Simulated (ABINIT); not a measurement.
# Quasiparticle gap of InP (F-43m) in ABINIT, part 2 of 3

Aim: the G0W0 gap of InP (F-43m) on PBE, step by step.

ABINIT 10.8.3; PBE and many-body steps on it, plane waves. Known limits of the many-body steps: not at the basis limit; mesh may overstate the screening; no spin-orbit coupling; coarse k mesh.

So far. Step 2 (Ground state): The gap is direct, at Γ.

The database entry behind the starting cell differs from later determinations by our own check (0.1 to 0.3 % short, probably kX units), so it need not match the best structure at ambient conditions.

## 3. Bands along the symmetry lines

Level of this step: DFT, PBE, plane waves, norm-conserving pseudopotentials (ABINIT).

The cheap functional maps the bands first; the places of the edges decide which points the dearer methods must see.

run.abi reads:

```
acell 3*1.0 Angstrom
rprim 
  -0.000000000000 2.930500000000 2.930500000000
  2.930500000000 -0.000000000000 2.930500000000
  2.930500000000 2.930500000000 -0.000000000000
ntypat 2
znucl 49 15
natom 2
typat 1 2
xred 
  0.000000000000 0.000000000000 0.000000000000
  0.250000000000 0.250000000000 0.250000000000
pp_dirpath "pseudos"
pseudos "In.upf, P.upf"
ecut 33
iscf -2
irdden 1
kptopt 0
nkpt 50
kpt 
  0.00000000 0.00000000 0.00000000
  -0.06250000 -0.06250000 0.00000000
  -0.12500000 -0.12500000 0.00000000
  -0.18750000 -0.18750000 0.00000000
  -0.25000000 -0.25000000 0.00000000
  -0.31250000 -0.31250000 0.00000000
  -0.37500000 -0.37500000 0.00000000
  -0.43750000 -0.43750000 0.00000000
  -0.50000000 -0.50000000 0.00000000
  -0.48437500 -0.48437500 0.03125000
  -0.46875000 -0.46875000 0.06250000
  -0.45312500 -0.45312500 0.09375000
  -0.43750000 -0.43750000 0.12500000
  -0.42187500 -0.42187500 0.15625000
  -0.40625000 -0.40625000 0.18750000
  -0.39062500 -0.39062500 0.21875000
  -0.37500000 -0.37500000 0.25000000
  -0.37500000 0.00000000 0.37500000
  -0.32812500 0.00000000 0.32812500
  -0.28125000 0.00000000 0.28125000
  -0.23437500 0.00000000 0.23437500
  -0.18750000 0.00000000 0.18750000
  -0.14062500 0.00000000 0.14062500
  -0.09375000 0.00000000 0.09375000
  -0.04687500 0.00000000 0.04687500
  0.00000000 0.00000000 0.00000000
  0.00000000 0.00000000 0.06250000
  0.00000000 0.00000000 0.12500000
  0.00000000 0.00000000 0.18750000
  0.00000000 0.00000000 0.25000000
  0.00000000 0.00000000 0.31250000
  0.00000000 0.00000000 0.37500000
  0.00000000 0.00000000 0.43750000
  -0.00000000 -0.00000000 0.50000000
  -0.06250000 -0.03125000 0.46875000
  -0.12500000 -0.06250000 0.43750000
  -0.18750000 -0.09375000 0.40625000
  -0.25000000 -0.12500000 0.37500000
  -0.31250000 -0.15625000 0.34375000
  -0.37500000 -0.18750000 0.31250000
  -0.43750000 -0.21875000 0.28125000
  -0.50000000 -0.25000000 0.25000000
  -0.50000000 -0.28125000 0.21875000
  -0.50000000 -0.31250000 0.18750000
  -0.50000000 -0.34375000 0.15625000
  -0.50000000 -0.37500000 0.12500000
  -0.50000000 -0.40625000 0.09375000
  -0.50000000 -0.43750000 0.06250000
  -0.50000000 -0.46875000 0.03125000
  -0.50000000 -0.50000000 0.00000000
istwfk *1
nband 20
nbdbuf 2
tolwfr 1e-08
nstep 40
prtwf 0
prtvol 0
indata_prefix "in"
outdata_prefix "out"
tmpdata_prefix "tmp"
```

Launch:

```console
> OMP_NUM_THREADS=1 mpirun -n 4 abinit run.abi > log
```

Numbers of over 12 decimals in the logs are rounded to 6 here.

Log:

```text
.Version 10.8.3 of ABINIT. v10.8.2 released Aug 2026.

 Symmetries : space group F-4 3 m (#216); Bravais cF (face-center cubic)
[... echo of the input left out ...]
== DATASET  1 ==================================================================
-   mpi_nproc: 4, omp_nthreads: 1 (-1 if OMP is not activated)

--- !DatasetInfo
iteration_state: {dtset: 1, }
dimensions: {natom: 2, nkpt: 50, mband: 20, nsppol: 1, nspinor: 1, nspden: 1, mpw: 3119, }
cutoff_energies: {ecut:  33.0, pawecutdg:  -1.0, }
electrons: {nelect:   2.60000000E+01, charge:   0.00000000E+00, occopt:   1.00000000E+00, tsmear:   1.00000000E-02, }

 Real(R)+Recip(G) space primitive vectors, cartesian coordinates (Bohr,Bohr^-1):
 R(1)=  0.0000000  5.5378424  5.5378424  G(1)= -0.0902879  0.0902879  0.0902879
 R(2)=  5.5378424  0.0000000  5.5378424  G(2)=  0.0902879 -0.0902879  0.0902879
 R(3)=  5.5378424  5.5378424  0.0000000  G(3)=  0.0902879  0.0902879 -0.0902879
 Unit cell volume ucvol=  3.3966576E+02 bohr^3
 Angles (23,13,12)=  6.00000000E+01  6.00000000E+01  6.00000000E+01 degrees

 getcut: wavevector=  0.0000  0.0000  0.0000  ngfft=  45  45  45
         ecut(hartree)=     33.000   => boxcut(ratio)=   2.17258

--- Pseudopotential description ------------------------------------------------
- In Generated using ONCVPSP code by D. R. Hamann
- 49.00000  21.00000  171031                  znucl, zion, pspdat
12 -101130 2 -1 1964                          pspcod,pspxc,lmax,lloc,mmax
     nproj     2     2     2
  pspatm : epsatm=   33.77322108
         --- l  ekb(1:nproj) -->
             0    8.444792   -0.551410
             1    2.489821   -1.164509
             2   -3.311344   -0.947824
 pspatm: atomic psp has been read  and splines computed

- P Generated using ONCVPSP code by D. R. Hamann
- 15.00000   5.00000  171031                  znucl, zion, pspdat
12 -101130 2 -1 1298                          pspcod,pspxc,lmax,lloc,mmax
     nproj     2     2     2
  pspatm : epsatm=    8.05910421
         --- l  ekb(1:nproj) -->
[...]
pspatm: atomic psp has been read  and splines computed

--------------------------------------------------------------------------------

================================================================================
 prteigrs : about to open file out_EIG
 Non-SCF case, kpt    1 (  0.00000  0.00000  0.00000), residuals and eigenvalues=
  3.14E-09  2.81E-09  4.32E-09  5.14E-09  1.69E-09  2.55E-09  5.68E-09  1.28E-09
  3.64E-09  8.96E-10  2.51E-09  6.28E-09  8.37E-09  5.66E-09  1.97E-09  5.67E-09
  8.03E-09  4.11E-09  6.19E-09  2.65E-07
 -4.0459E+00 -2.5199E+00 -2.5199E+00 -2.5199E+00 -3.3970E-01 -3.3970E-01
 -3.3970E-01 -3.3420E-01 -3.3420E-01 -2.4085E-01  1.8244E-01  1.8244E-01
  1.8244E-01  2.0849E-01  3.3265E-01  3.3265E-01  3.3265E-01  4.9824E-01
  5.2838E-01  5.2838E-01
 Non-SCF case, kpt    2 ( -0.06250 -0.06250  0.00000), residuals and eigenvalues=
[...]
5.1127E-01  5.2973E-01
 Non-SCF case, kpt    3 ( -0.12500 -0.12500  0.00000), residuals and eigenvalues=
[...]
5.04E-09  5.62E-09  1.08E-06  3.63E-07
[...]
5.3373E-01  5.4203E-01
[...]
Non-SCF case, kpt   49 ( -0.50000 -0.46875  0.03125), residuals and eigenvalues=
[...]
5.8135E-01  6.1672E-01
 Non-SCF case, kpt   50 ( -0.50000 -0.50000  0.00000), residuals and eigenvalues=
[...]
-3.3583E-01 -3.3583E-01 -3.3284E-01 -1.5354E-01 -2.8881E-02  9.7175E-02
  9.7175E-02  2.4712E-01  2.6577E-01  5.2156E-01  5.3465E-01  5.3465E-01
  5.7856E-01  6.1605E-01

--- !ResultsGS
iteration_state: {dtset: 1, }
comment   : Summary of ground state results
lattice_vectors:
- [ -0.0000000,   5.5378424,   5.5378424, ]
- [  5.5378424,  -0.0000000,   5.5378424, ]
- [  5.5378424,   5.5378424,  -0.0000000, ]
lattice_lengths: [   7.83169,    7.83169,    7.83169, ]
lattice_angles: [ 60.000,  60.000,  60.000, ] # degrees, (23, 13, 12)
lattice_volume:   3.3966576E+02
convergence: {deltae:  0.000E+00, res2:  0.000E+00, residm:  9.979E-09, diffor:  0.000E+00, }
etotal    :  -2.06381794E+02
entropy   :   0.00000000E+00
fermie    :   1.82435607E-01
cartesian_stress_tensor: null
pressure_GPa: null
xred      :
- [  0.0000E+00,   0.0000E+00,   0.0000E+00, In]
- [  2.5000E-01,   2.5000E-01,   2.5000E-01,  P]
cartesian_forces: null
force_length_stats: {min: null, max: null, mean: null, }

 Integrated electronic density in atomic spheres:
 ------------------------------------------------
 Atom  Sphere_radius  Integrated_density
[...]
================================================================================

 ----iterations are completed or convergence reached----

 Mean square residual over all n,k,spin=   48.102E-10; max=  99.791E-10
 reduced coordinates (array xred) for    2 atoms
       0.000000000000      0.000000000000      0.000000000000
       0.250000000000      0.250000000000      0.250000000000

 cartesian coordinates (angstrom) at end:
[...]
length scales=  1.889726125908  1.889726125908  1.889726125908 bohr
              =  1.000000000000  1.000000000000  1.000000000000 angstroms
 prteigrs : about to open file out_EIG
 Eigenvalues (hartree) for nkpt=  50  k points:
 kpt#   1, nband= 20, wtk=  1.00000, kpt=  0.0000  0.0000  0.0000 (reduced coord)
[...]
kpt#   2, nband= 20, wtk=  1.00000, kpt= -0.0625 -0.0625  0.0000 (reduced coord)
[...]
kpt#   3, nband= 20, wtk=  1.00000, kpt= -0.1250 -0.1250  0.0000 (reduced coord)
[...]
kpt#  49, nband= 20, wtk=  1.00000, kpt= -0.5000 -0.4687  0.0313 (reduced coord)
[...]
0.52716    0.53876    0.58135    0.61672
 kpt#  50, nband= 20, wtk=  1.00000, kpt= -0.5000 -0.5000  0.0000 (reduced coord)
  -4.04589   -2.51988   -2.51988   -2.51988   -0.34635   -0.33597   -0.33583   -0.33583
  -0.33284   -0.15354   -0.02888    0.09718    0.09718    0.24712    0.26577    0.52156
   0.53465    0.53465    0.57856    0.61605

== END DATASET(S) ==============================================================
================================================================================

 -outvars: echo values of variables after computation  --------
            nband          20
             nkpt          50
          spgroup         216
 [... the other variables as echoed above ...]

 Calculation completed.
```

Run time: 17 s. Hardware: 4 MPI ranks of Arm Neoverse V1, shared host; peak memory 0.35 GiB.

Numbers from this step:

- gap: 0.7089 eV
- k of the valence top: 0, 0, 0
- k of the conduction bottom: 0, 0, 0
- least direct gap: 0.7089 eV

The gap is 0.709 eV, as in the run before at this level.

The electronic bands at the labelled points (eV, zero at the top of the highest filled band):

| point | band 10 | band 11 | band 12 | band 13 | band 14 | band 15 | band 16 | band 17 |
| --- | --- | --- | --- | --- | --- | --- | --- | --- |
| Γ | -11.52 | 0.00 | 0.00 | 0.00 | 0.71 | 4.09 | 4.09 | 4.09 |
| halfway | -10.62 | -3.34 | -1.41 | -1.41 | 2.49 | 3.13 | 6.38 | 6.38 |
| X | -9.14 | -5.75 | -2.32 | -2.32 | 1.76 | 2.27 | 9.23 | 9.58 |
| halfway | -9.13 | -5.71 | -2.75 | -2.22 | 2.04 | 2.88 | 8.40 | 8.71 |
| U | -9.15 | -5.61 | -3.30 | -1.94 | 2.36 | 4.39 | 7.51 | 7.55 |
| jump to K | -9.15 | -5.61 | -3.30 | -1.94 | 2.36 | 4.39 | 7.51 | 7.55 |
| halfway | -10.53 | -3.80 | -2.01 | -0.57 | 2.84 | 4.69 | 4.99 | 5.22 |
| Γ | -11.52 | 0.00 | 0.00 | 0.00 | 0.71 | 4.09 | 4.09 | 4.09 |
| halfway | -10.84 | -3.44 | -0.56 | -0.56 | 1.79 | 4.79 | 4.79 | 5.33 |
| L | -9.80 | -5.73 | -0.97 | -0.97 | 1.50 | 4.80 | 4.80 | 7.12 |
| halfway | -9.48 | -5.54 | -2.69 | -1.63 | 3.17 | 4.18 | 5.88 | 7.23 |
| W | -9.06 | -5.60 | -2.95 | -2.91 | 4.29 | 4.38 | 5.57 | 6.21 |
| halfway | -9.10 | -5.68 | -2.65 | -2.64 | 2.69 | 3.10 | 7.66 | 7.75 |
| X | -9.14 | -5.75 | -2.32 | -2.32 | 1.76 | 2.27 | 9.23 | 9.58 |

The electronic bands as a text plot (rows in eV, shown from -8.0 to 6.7 only):

```
    6.4 |     ++            ++                 +         ++++
    5.8 |    +              ++               ++      ++++ ++
    5.2 |                  ++++++++         +     +++    +
    4.6 | +++             +     ++++++   +++++++++++++  +++
    4.0 |++              +       ++++++++++           ++++ ++
    3.3 |  ++ ++        +                             ++    ++
    2.7 |    ++++++    +   ++++++++                  +       +++
    2.1 |  ++   +++++++++++        ++      +        +         +++
    1.5 | +        +++               +   ++ ++++++++
    0.9 |+                            +++
    0.3 |*                           ***
   -0.3 | ***                   ******  *****
   -1.0 | *  *                **   ***       ********
   -1.6 |  ** ****         ***   ****    **         ***
   -2.2 |    *    *********     *                    * **      **
   -2.8 |              **     ** **        *          ** ******
   -3.4 |     **         *****              *           **
   -4.0 |       **              *            **
   -4.6 |                     **
   -5.2 |         ***      ***                 **     ***
   -5.9 |            ******                      *****   ********
   -6.5 |
   -7.1 |
   -7.7 |
         Γ           X  U|K            Γ         L        W     X
```

## 4. Empty states on the mesh, 4×4×4 mesh, 37 bands

The sums over transitions need many empty states on a uniform mesh; this step solves for them.

run.abi reads:

```
acell 3*1.0 Angstrom
rprim 
  -0.000000000000 2.930500000000 2.930500000000
  2.930500000000 -0.000000000000 2.930500000000
  2.930500000000 2.930500000000 -0.000000000000
ntypat 2
znucl 49 15
natom 2
typat 1 2
xred 
  0.000000000000 0.000000000000 0.000000000000
  0.250000000000 0.250000000000 0.250000000000
pp_dirpath "pseudos"
pseudos "In.upf, P.upf"
ecut 33
ngkpt 4 4 4
nshiftk 1
shiftk 0 0 0
kptopt 1
chksymbreak 0
iscf -2
irdden 1
istwfk *1
nband 37
nbdbuf 4
tolwfr 1e-09
nstep 60
prtvol 0
indata_prefix "in"
outdata_prefix "out"
tmpdata_prefix "tmp"
```

Log:

```text
.Version 10.8.3 of ABINIT. v10.8.2 released Aug 2026.

 Symmetries : space group F-4 3 m (#216); Bravais cF (face-center cubic)
[... echo of the input left out ...]
== DATASET  1 ==================================================================
-   mpi_nproc: 4, omp_nthreads: 1 (-1 if OMP is not activated)

--- !DatasetInfo
iteration_state: {dtset: 1, }
dimensions: {natom: 2, nkpt: 8, mband: 37, nsppol: 1, nspinor: 1, nspden: 1, mpw: 3119, }
cutoff_energies: {ecut:  33.0, pawecutdg:  -1.0, }
electrons: {nelect:   2.60000000E+01, charge:   0.00000000E+00, occopt:   1.00000000E+00, tsmear:   1.00000000E-02, }

 Real(R)+Recip(G) space primitive vectors, cartesian coordinates (Bohr,Bohr^-1):
 R(1)=  0.0000000  5.5378424  5.5378424  G(1)= -0.0902879  0.0902879  0.0902879
 R(2)=  5.5378424  0.0000000  5.5378424  G(2)=  0.0902879 -0.0902879  0.0902879
 R(3)=  5.5378424  5.5378424  0.0000000  G(3)=  0.0902879  0.0902879 -0.0902879
 Unit cell volume ucvol=  3.3966576E+02 bohr^3
 Angles (23,13,12)=  6.00000000E+01  6.00000000E+01  6.00000000E+01 degrees

 getcut: wavevector=  0.0000  0.0000  0.0000  ngfft=  45  45  45
         ecut(hartree)=     33.000   => boxcut(ratio)=   2.17258

--- Pseudopotential description ------------------------------------------------
- In Generated using ONCVPSP code by D. R. Hamann
- 49.00000  21.00000  171031                  znucl, zion, pspdat
12 -101130 2 -1 1964                          pspcod,pspxc,lmax,lloc,mmax
     nproj     2     2     2
  pspatm : epsatm=   33.77322108
         --- l  ekb(1:nproj) -->
             0    8.444792   -0.551410
             1    2.489821   -1.164509
             2   -3.311344   -0.947824
 pspatm: atomic psp has been read  and splines computed

- P Generated using ONCVPSP code by D. R. Hamann
- 15.00000   5.00000  171031                  znucl, zion, pspdat
12 -101130 2 -1 1298                          pspcod,pspxc,lmax,lloc,mmax
     nproj     2     2     2
  pspatm : epsatm=    8.05910421
         --- l  ekb(1:nproj) -->
[...]
pspatm: atomic psp has been read  and splines computed

--------------------------------------------------------------------------------

================================================================================
 prteigrs : about to open file out_EIG
 Non-SCF case, kpt    1 (  0.00000  0.00000  0.00000), residuals and eigenvalues=
  5.23E-10  3.22E-10  5.05E-10  5.68E-10  1.95E-10  4.27E-10  7.82E-10  3.31E-10
  9.58E-10  9.77E-11  6.02E-10  1.04E-10  9.45E-10  1.71E-10  9.44E-11  1.70E-10
  4.58E-10  1.95E-10  1.45E-10  7.61E-10  1.04E-10  3.50E-10  1.87E-10  5.54E-10
[...]
4.35E-10  9.82E-10  3.23E-09  3.17E-04  4.37E-04
 -4.0459E+00 -2.5199E+00 -2.5199E+00 -2.5199E+00 -3.3970E-01 -3.3970E-01
 -3.3970E-01 -3.3420E-01 -3.3420E-01 -2.4085E-01  1.8244E-01  1.8244E-01
  1.8244E-01  2.0849E-01  3.3265E-01  3.3265E-01  3.3265E-01  4.9824E-01
  5.2838E-01  5.2838E-01  5.9506E-01  5.9506E-01  5.9506E-01  6.9413E-01
  9.7889E-01  9.7889E-01  9.7889E-01  1.0698E+00  1.0698E+00  1.0698E+00
  1.0852E+00  1.0852E+00  1.0852E+00  1.0904E+00  1.0904E+00  1.4037E+00
  1.4281E+00
 prteigrs : prtvol=0 or 1, do not print more k-points.

--- !ResultsGS
iteration_state: {dtset: 1, }
comment   : Summary of ground state results
lattice_vectors:
- [ -0.0000000,   5.5378424,   5.5378424, ]
- [  5.5378424,  -0.0000000,   5.5378424, ]
- [  5.5378424,   5.5378424,  -0.0000000, ]
lattice_lengths: [   7.83169,    7.83169,    7.83169, ]
lattice_angles: [ 60.000,  60.000,  60.000, ] # degrees, (23, 13, 12)
lattice_volume:   3.3966576E+02
convergence: {deltae:  0.000E+00, res2:  0.000E+00, residm:  9.996E-10, diffor:  0.000E+00, }
etotal    :  -2.06381794E+02
entropy   :   0.00000000E+00
fermie    :   1.82435607E-01
cartesian_stress_tensor: null
pressure_GPa: null
xred      :
- [  0.0000E+00,   0.0000E+00,   0.0000E+00, In]
- [  2.5000E-01,   2.5000E-01,   2.5000E-01,  P]
cartesian_forces: null
force_length_stats: {min: null, max: null, mean: null, }

 Integrated electronic density in atomic spheres:
 ------------------------------------------------
 Atom  Sphere_radius  Integrated_density
[...]
================================================================================

 ----iterations are completed or convergence reached----

 Mean square residual over all n,k,spin=   42.047E-11; max=  99.961E-11
 reduced coordinates (array xred) for    2 atoms
       0.000000000000      0.000000000000      0.000000000000
       0.250000000000      0.250000000000      0.250000000000

 cartesian coordinates (angstrom) at end:
    1      0.000000     0.000000     0.000000
    2      1.465250     1.465250     1.465250
 length scales=  1.889726125908  1.889726125908  1.889726125908 bohr
              =  1.000000000000  1.000000000000  1.000000000000 angstroms
 prteigrs : about to open file out_EIG
 Eigenvalues (hartree) for nkpt=   8  k points:
 kpt#   1, nband= 37, wtk=  0.01563, kpt=  0.0000  0.0000  0.0000 (reduced coord)
[...]
0.33265    0.49824    0.52838    0.52838    0.59506    0.59506    0.59506    0.69413
   0.97889    0.97889    0.97889    1.06976    1.06976    1.06976    1.08516    1.08516
   1.08516    1.09041    1.09041    1.40367    1.42810
 prteigrs : prtvol=0 or 1, do not print more k-points.

== END DATASET(S) ==============================================================
================================================================================

 -outvars: echo values of variables after computation  --------
            nband          37
             nkpt           8
          spgroup         216
 [... the other variables as echoed above ...]

 Calculation completed.
```

Elapsed: 7.1 s, on 4 MPI ranks; peak memory 0.31 GiB; 28 s of CPU time.

Numbers from this step:

| Item | Value |
| --- | --- |
| gap | 0.7089 eV |
| k of the valence top | 0, 0, 0 |
| k of the conduction bottom | 0, 0, 0 |
| least direct gap | 0.7089 eV |
| k points computed | 8 |
| lowest point of the top converged band, above the valence top | 24.54 eV |

On this mesh the gap is 0.709 eV.

(Continued in part 3 of 3.)

[Paths, hosts, dates, memory and timing lines, banners, echoed tables and standing remarks are left out of the program output.]

[Logs are printed without paths, hosts, clocks, repeated set-up lines and the standing remarks that a program may print on its own settings, such as how far it seeks lower states.]

[Runs of the session that timed out or met a known fault of the program may be left out.]

[Hosts, paths, dates, database ids (printed as entryN), source tags and the programs' standing remarks are cut or masked in the printed files.]

[G0W0 gaps are taken among the corrected bands and points alone; a level outside them can change the order at an edge.]

[Where Ansatz stands beside ABINIT at settings called matched, ABINIT's density can come from a denser mesh and the files from another edition; pairs whose starting gaps differed by over 0.03 eV were left out, so agreement reads better than it is.]
